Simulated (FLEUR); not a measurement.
# Magnetic state of MnF2 from several starts

Aim: find out whether MnF2 carries moments, and which collinear order costs least.

Method: PBEsol; all-electron FLAPW, Dirac cores, scalar-relativistic bands, in FLEUR MaX-R8.1.

### 1. Set-up

The structure is tetragonal, space group P4_2/mnm (No. 136). The conventional cell has a = 4.874 Å, b = 4.874 Å, c = 3.311 Å, α = 90.00°, β = 90.00°, γ = 90.00°. Nearest to Mn lie 6 F at 2.10 to 2.13 Å. Nearest to F lie 3 Mn at 2.10 to 2.13 Å. Farther neighbours and most contacts between anions are not listed.

Structure file:

```cif
data_structure
_symmetry_space_group_name_H-M 'P4_2/mnm'
_symmetry_Int_Tables_number 136
_cell_length_a 4.8738
_cell_length_b 4.8738
_cell_length_c 3.3107
_cell_angle_alpha 90.000
_cell_angle_beta 90.000
_cell_angle_gamma 90.000
_cell_volume 78.64
loop_
_atom_site_label
_atom_site_type_symbol
_atom_site_symmetry_multiplicity
_atom_site_Wyckoff_symbol
_atom_site_fract_x
_atom_site_fract_y
_atom_site_fract_z
_atom_site_occupancy
Mn1 Mn 2 a 0.00000 0.00000 0.00000 1
F1 F 4 f 0.30530 0.30530 0.00000 1
```

### 2. Start 1: ferro ++

The parallel start is the test of whether parallel moments hold.

inpgen writes inp.xml from crystal.txt; cutoffs, mixing, functional, smearing and local orbitals are then set in the file. The k list default-1 (kpts.xml, not shown) is a Γ-centred 6×6×6 mesh; where the ranks do not divide the number of points, some are split in two of half the weight.

The input, inp.xml:

```
<?xml version="1.0" encoding="UTF-8" standalone="no"?>
<fleurInput fleurInputVersion="0.39">
   <comment>
      MnF2
   </comment>
   <calculationSetup>
      <cutoffs Kmax="4.29" Gmax="12.9" GmaxXC="12.9" numbands="0"/>
      <scfLoop itmax="130" minDistance="0.00002" maxIterBroyd="15" imix="Anderson" alpha="0.05" precondParam="0.0" spinf="2.0" sdNocoIR="T"/>
      <coreElectrons ctail="T" frcor="F" kcrel="0" coretail_lmax="0"/>
      <xcFunctional name="PBEs" relativisticCorrections="F"/>
      <magnetism jspins="2"/>
      <soc l_soc="F" theta="0.0" phi="0.0" spav="F"/>
      <expertModes spex="0" secvar="F"/>
      <geometryOptimization l_f="F" forcealpha="1.0" forcemix="BFGS" epsdisp="0.00001" epsforce="0.00001"/>
      <ldaU l_linMix="F" mixParam="0.05" spinf="1.0"/>
   </calculationSetup>
   <cell>
      <bzIntegration valenceElectrons="58.0" mode="hist" fermiSmearingEnergy="0.00183747">
         <kPointListSelection listName="default-1"/>
         <xi:include xmlns:xi="http://www.w3.org/2001/XInclude" href="kpts.xml"> </xi:include>
      </bzIntegration>
      <xi:include xmlns:xi="http://www.w3.org/2001/XInclude" href="sym.xml"> </xi:include>
      <bulkLattice scale="1.0">
         <bravaisMatrix>
            <row-1>    9.2101471860754796     0.0000000000000000     0.0000000000000000</row-1>
            <row-2>    0.0000000000000000     9.2101471860754796     0.0000000000000000</row-2>
            <row-3>    0.0000000000000000     0.0000000000000000     6.2563162807132198</row-3>
         </bravaisMatrix>
      </bulkLattice>
   </cell>
   <atomSpecies>
      <species name="Manganese 4.501" element="Mn" atomicNumber="25">
         <mtSphere radius="2.48" gridPoints="819" logIncrement="0.015"/>
         <atomicCutoffs lmax="10" lnonsphr="8"/>
         <electronConfig flipSpins="F">
            <coreConfig>(1s1/2) (2s1/2) (2p1/2) (2p3/2)</coreConfig>
            <valenceConfig>(3s1/2) (3p1/2) (3p3/2) (4s1/2) (3d3/2) (3d5/2)</valenceConfig>
            <stateOccupation state="(3d3/2)" spinUp="1.7505" spinDown="0.2495"/>
            <stateOccupation state="(3d5/2)" spinUp="3.0" spinDown="0.0"/>
         </electronConfig>
         <energyParameters s="4" p="4" d="3" f="4"/>
         <lo type="SCLO" l="0" n="3" eDeriv="0"/>
         <lo type="SCLO" l="1" n="3" eDeriv="0"/>
      </species>
      <species name="Fluorine (F)" element="F" atomicNumber="9">
         <mtSphere radius="1.4" gridPoints="463" logIncrement="0.023"/>
         <atomicCutoffs lmax="6" lnonsphr="4"/>
         <electronConfig flipSpins="F">
            <coreConfig>(1s1/2)</coreConfig>
            <valenceConfig>(2s1/2) (2p1/2) (2p3/2)</valenceConfig>
            <stateOccupation state="(2p1/2)" spinUp="0.833333" spinDown="0.833333"/>
            <stateOccupation state="(2p3/2)" spinUp="1.666667" spinDown="1.666667"/>
         </electronConfig>
         <energyParameters s="2" p="2" d="3" f="4"/>
      </species>
   </atomSpecies>
   <atomGroups>
      <atomGroup species="Manganese 4.501">
         <relPos label="                   1">.0000000000 .0000000000 .0000000000</relPos>
         <relPos label="                   2">1.000/2.000 1.000/2.000 1.000/2.000</relPos>
         <force calculate="T" relaxXYZ="TTT"/>
      </atomGroup>
      <atomGroup species="Fluorine (F)">
         <relPos label="                   3">.3053000000 .3053000000 .0000000000</relPos>
         <relPos label="                   4">.1947000000 -.1947000000 1.000/2.000</relPos>
         <relPos label="                   5">-.3053000000 -.3053000000 .0000000000</relPos>
         <relPos label="                   6">-.1947000000 .1947000000 1.000/2.000</relPos>
         <force calculate="T" relaxXYZ="TTT"/>
      </atomGroup>
   </atomGroups>
   <output dos="F" band="F" slice="F">
      <bandDOS minEnergy="-.5*Htr" maxEnergy="0.5*Htr" sigma="0.015" storeEVData="T"/>
      <plotting iplot="0" polar="F">
         <plot TwoD="T" vec1="  1.0  0.0  0.0" vec2="  0.0  1.0  0.0" vec3="  0.0  0.0  1.0" zero="  0.0  0.0  0.0" file="plot"/>
      </plotting>
      <moessbauerParams electricFieldGradient="F" isomerShift="F" coreHyperfine="F" valenceHyperfine="F"/>
   </output>
</fleurInput>
```

The input, crystal.txt:

```
MnF2
&input film=F cartesian=F /
4.87380000000  0.00000000000  0.00000000000
0.00000000000  4.87380000000  0.00000000000
0.00000000000  0.00000000000  3.31070000000
1.8897261246
1.0 1.0 1.0

6
25 0.00000000000  0.00000000000  0.00000000000 : 4.501
25 0.50000000000  0.50000000000  0.50000000000 : 4.501
9 0.30530000000  0.30530000000  0.00000000000
9 0.19470000000  0.80530000000  0.50000000000
9 0.69470000000  0.69470000000  0.00000000000
9 0.80530000000  0.19470000000  0.50000000000

&kpt div1=6 div2=6 div3=6 gamma=T /
```

Command:

```
> OMP_NUM_THREADS=1 inpgen -f crystal.txt > inpgen.log  # inp.xml is then edited as shown
> OMP_NUM_THREADS=1 mpirun -n 4 fleur_MPI > fleur.log
```

Log:

```text
Welcome to FLEUR        (www.flapw.de)
      MaX-Release 8.1          (www.max-centre.eu)

 ========== k-point set info ==========
 Selected k-point list: default-1
 k-point list type: mesh
 6 x 6 x 6
 Number of k points: 40

 ------------Calculation Setup---------------------------
 Number of MPI-tasks      :            4
 Number of PE/node        :            4
 Number of OMP-threads    :            1
 k-points in parallel     :            4
 pe's per k-point         :            1
 No of k-point loops      :           10
 Eigenvalue solver        :       lapack
 Number of basis functions:          761
 Approximate size of matrices (H+S) per k-point:         0.009 GB
 --------------------------------------------------------
 Iteration:     1   Distance:      13.39336387 me/bohr^3
 Iteration:     2   Distance:      11.83264129 me/bohr^3
 Iteration:     3   Distance:       6.80913897 me/bohr^3
 Iteration:     4   Distance:       3.81866418 me/bohr^3
 Iteration:     5   Distance:       2.09548829 me/bohr^3
 Iteration:     6   Distance:       0.63178319 me/bohr^3
 Iteration:     7   Distance:       0.50448074 me/bohr^3
 Iteration:     8   Distance:       0.12066925 me/bohr^3
 Iteration:     9   Distance:       0.05730774 me/bohr^3
 Iteration:    10   Distance:       0.01474821 me/bohr^3
 Iteration:    11   Distance:       0.01658782 me/bohr^3
 Iteration:    12   Distance:       0.00213639 me/bohr^3
 Iteration:    13   Distance:       0.00086145 me/bohr^3
 Iteration:    14   Distance:       0.00037765 me/bohr^3
 Iteration:    15   Distance:       0.00007657 me/bohr^3
 Iteration:    16   Distance:       0.00006604 me/bohr^3
 Iteration:    17   Distance:       0.00003686 me/bohr^3
 Iteration:    18   Distance:       0.00000598 me/bohr^3

 ********************************************************************
 Run finished successfully
 Stop message:
   all done
 ********************************************************************

--- out.xml (last complete iteration) ---
<iteration numberForCurrentRun="   18" overallNumber="   18">
         <energyParameters units="Htr">
            <atomicEP atomType="1" spin="1" branch="4s" branchLowest="-2.81" branchHighest="1.34" value="0.0439559706"/>
            <atomicEP atomType="1" spin="1" branch="4p" branchLowest="-1.66" branchHighest="1.86" value="0.1807370606"/>
            <atomicEP atomType="1" spin="1" branch="3d" branchLowest="-9.99" branchHighest="0.16" value="0.0611529760"/>
            <atomicEP atomType="1" spin="1" branch="4f" branchLowest="-9.99" branchHighest="2.83" value="0.4951005043"/>
            <loAtomicEP atomType="1" spin="1" branch="3s" branchLowest="-26.91" branchHighest="-2.81" value="-2.8200888492"/>
            <loAtomicEP atomType="1" spin="1" branch="3p" branchLowest="-22.73" branchHighest="-1.66" value="-1.6772800948"/>
            <atomicEP atomType="2" spin="1" branch="2s" branchLowest="-23.90" branchHighest="0.21" value="-0.7777649407"/>
            <atomicEP atomType="2" spin="1" branch="2p" branchLowest="-9.99" branchHighest="0.81" value="-0.1677613014"/>
            <atomicEP atomType="2" spin="1" branch="3d" branchLowest="-9.99" branchHighest="5.95" value="0.1744170971"/>
            <atomicEP atomType="2" spin="1" branch="4f" branchLowest="-9.99" branchHighest="10.51" value="0.3344922133"/>
            <atomicEP atomType="1" spin="2" branch="4s" branchLowest="-2.63" branchHighest="1.49" value="0.0914743083"/>
            <atomicEP atomType="1" spin="2" branch="4p" branchLowest="-1.48" branchHighest="2.00" value="0.2174786882"/>
            <atomicEP atomType="1" spin="2" branch="3d" branchLowest="-9.99" branchHighest="0.35" value="0.2084915957"/>
            <atomicEP atomType="1" spin="2" branch="4f" branchLowest="-9.99" branchHighest="2.97" value="0.5232349023"/>
            <loAtomicEP atomType="1" spin="2" branch="3s" branchLowest="-26.83" branchHighest="-2.63" value="-2.6360576403"/>
            <loAtomicEP atomType="1" spin="2" branch="3p" branchLowest="-22.67" branchHighest="-1.48" value="-1.4964082859"/>
            <atomicEP atomType="2" spin="2" branch="2s" branchLowest="-23.90" branchHighest="0.22" value="-0.7718340080"/>
            <atomicEP atomType="2" spin="2" branch="2p" branchLowest="-9.99" branchHighest="0.82" value="-0.1635196610"/>
            <atomicEP atomType="2" spin="2" branch="3d" branchLowest="-9.99" branchHighest="5.95" value="0.1756746536"/>
            <atomicEP atomType="2" spin="2" branch="4f" branchLowest="-9.99" branchHighest="10.52" value="0.3357447610"/>
         </energyParameters>
         <bandgap value="1.0136692301" units="eV"/>
         <sumValenceSingleParticleEnergies value="-36.4085831545" units="Htr"/>
         <FermiEnergy value="0.1593838391" units="Htr"/>
         <valenceDensity>
            <mtCharges spin="1">
               <mtCharge atomType="1" total="9.1876870" s="1.1233858" p="3.1476732" d="4.8529121" f="0.0414587"/>
               <mtCharge atomType="2" total="2.8625234" s="0.8101355" p="2.0493394" d="0.0026321" f="0.0003465"/>
            </mtCharges>
            <mtCharges spin="2">
               <mtCharge atomType="1" total="4.5296823" s="1.0937503" p="3.1234462" d="0.2506561" f="0.0399831"/>
               <mtCharge atomType="2" total="2.7754781" s="0.8011903" p="1.9738693" d="0.0003416" f="0.0000587"/>
            </mtCharges>
            <spinDependentCharge spin="1" total="34.0000000" interstitial="4.1745325" mtSpheres="29.8254675"/>
            <spinDependentCharge spin="2" total="24.0000000" interstitial="3.8387230" mtSpheres="20.1612770"/>
            <totalCharge value="58.0000000000"/>
         </valenceDensity>
         <coreStates atomType="     1" atomicNumber=" 25" spin="1" kinEnergy="    525.9506006028" eigValSum="   -330.6644644997" lostElectrons=" 0.000000">
            <state n="1" l="0" j="0.5" energy="-235.5601569595" weight="1.0000000000"/>
            <state n="2" l="0" j="0.5" energy="-26.9052502156" weight="1.0000000000"/>
            <state n="2" l="1" j="0.5" energy="-22.9876841033" weight="1.0000000000"/>
            <state n="2" l="1" j="1.5" energy="-22.6056866106" weight="2.0000000000"/>
         </coreStates>
         <coreStates atomType="     1" atomicNumber=" 25" spin="2" kinEnergy="    526.7669289145" eigValSum="   -330.4095195652" lostElectrons=" 0.000000">
            <state n="1" l="0" j="0.5" energy="-235.5604414955" weight="1.0000000000"/>
            <state n="2" l="0" j="0.5" energy="-26.8276077844" weight="1.0000000000"/>
            <state n="2" l="1" j="0.5" energy="-22.9295515167" weight="1.0000000000"/>
            <state n="2" l="1" j="1.5" energy="-22.5459593843" weight="2.0000000000"/>
         </coreStates>
         <coreStates atomType="     2" atomicNumber="  9" spin="1" kinEnergy="     37.0950027993" eigValSum="    -23.8999919774" lostElectrons=" 0.000000">
            <state n="1" l="0" j="0.5" energy="-23.8999919774" weight="1.0000000000"/>
         </coreStates>
         <coreStates atomType="     2" atomicNumber="  9" spin="2" kinEnergy="     37.1008266966" eigValSum="    -23.8964646558" lostElectrons=" 0.000000">
            <state n="1" l="0" j="0.5" energy="-23.8964646558" weight="1.0000000000"/>
         </coreStates>
         <allElectronCharges>
            <spinDependentCharge spin="1" total="48.0000000" interstitial="4.1745321" mtSpheres="43.8254679"/>
            <spinDependentCharge spin="2" total="38.0000000" interstitial="3.8387226" mtSpheres="34.1612774"/>
            <totalCharge value="85.9999999968"/>
         </allElectronCharges>
         <magneticMomentsInMTSpheres units="muBohr">
            <globalMagMoment atomType="1" vec="0.00000   0.00000   4.65800"/>
            <localMagMoment atomType="1" vec="0.00000   0.00000   4.65800"/>
            <globalMagMoment atomType="2" vec="0.00000   0.00000   0.08705"/>
            <localMagMoment atomType="2" vec="0.00000   0.00000   0.08705"/>
         </magneticMomentsInMTSpheres>
         <moessbauerParams unitsHFF="kG" unitsIS="e/bohr^3" unitsEFG="Htr/bohr^2">
         </moessbauerParams>
         <totalEnergy value="    -2713.5829553246" units="Htr">
            <sumOfEigenvalues value="    -1549.7423778170">
               <coreElectrons value="-1513.3337946625"/>
               <valenceElectrons value="-36.4085831545"/>
            </sumOfEigenvalues>
            <densityCoulombPotentialIntegral value="-4104.2747255878"/>
            <densityEffectivePotentialIntegral value="-4291.0532593783"/>
            <chargeDenXCDenIntegral value="-142.8968425979"/>
            <FockExchangeEnergyValence value="0.0000000000"/>
            <FockExchangeEnergyCore value="0.0000000000"/>
            <atomTypeDependentContributions atomType="1">
               <electronNucleiInteractionDifferentMTs value="2759.3514274730"/>
               <MadelungTerm value="-16.5959064643"/>
            </atomTypeDependentContributions>
            <atomTypeDependentContributions atomType="2">
               <electronNucleiInteractionDifferentMTs value="464.9252762526"/>
               <MadelungTerm value="-18.9870213043"/>
            </atomTypeDependentContributions>
            <tkbTimesEntropy value="0.0000000000"/>
            <freeEnergy value="-2713.5829553246"/>
            <extrapolationTo0K value="-2713.5829553246"/>
         </totalEnergy>
         <densityConvergence units="me/bohr^3">
            <chargeDensity spin="1" distance="0.0000039654"/>
            <chargeDensity spin="2" distance="0.0000038611"/>
            <overallChargeDensity distance="0.0000059772"/>
            <spinDensity distance="0.0000050536"/>
         </densityConvergence>
      </iteration>
```

Elapsed: 66 s, on 4 MPI ranks of Intel Xeon Platinum 8488C (Sapphire Rapids), shared host; peak memory 0.37 GiB.

Spin moment in the muffin-tin sphere by atom:

```
atom  spin moment in the muffin-tin sphere (μB)
 Mn1                                       4.66
 Mn2                                       4.66
  F3                                       0.09
  F4                                       0.09
  F5                                       0.09
  F6                                       0.09
```

Numbers from this step:

```yaml
free_energy: -73840.3539 eV
program_s_band_gap_on_this_mesh_in_a_metal_only_a_level_spacing: 1.014 eV
magnetization: 10 μB
final_state: ferromagnetic
```

After 18 cycles the largest moment stands at 4.66 μB.

(Continued in part 2 of 2.)

[Logs and program files are shortened in this print: banners, set-up blocks, solver, clock and traceback lines can be left out without a mark of their own.]

[Logs are printed without paths, hosts, clocks, repeated set-up lines and the standing remarks that a program may print on its own settings, such as how far it seeks lower states.]

[Hosts, paths, dates, database ids (printed as entryN), source tags and the programs' standing remarks are cut or masked in the printed files.]

[Where a cell is said to come from a database of computed structures, the database is the Materials Project.]
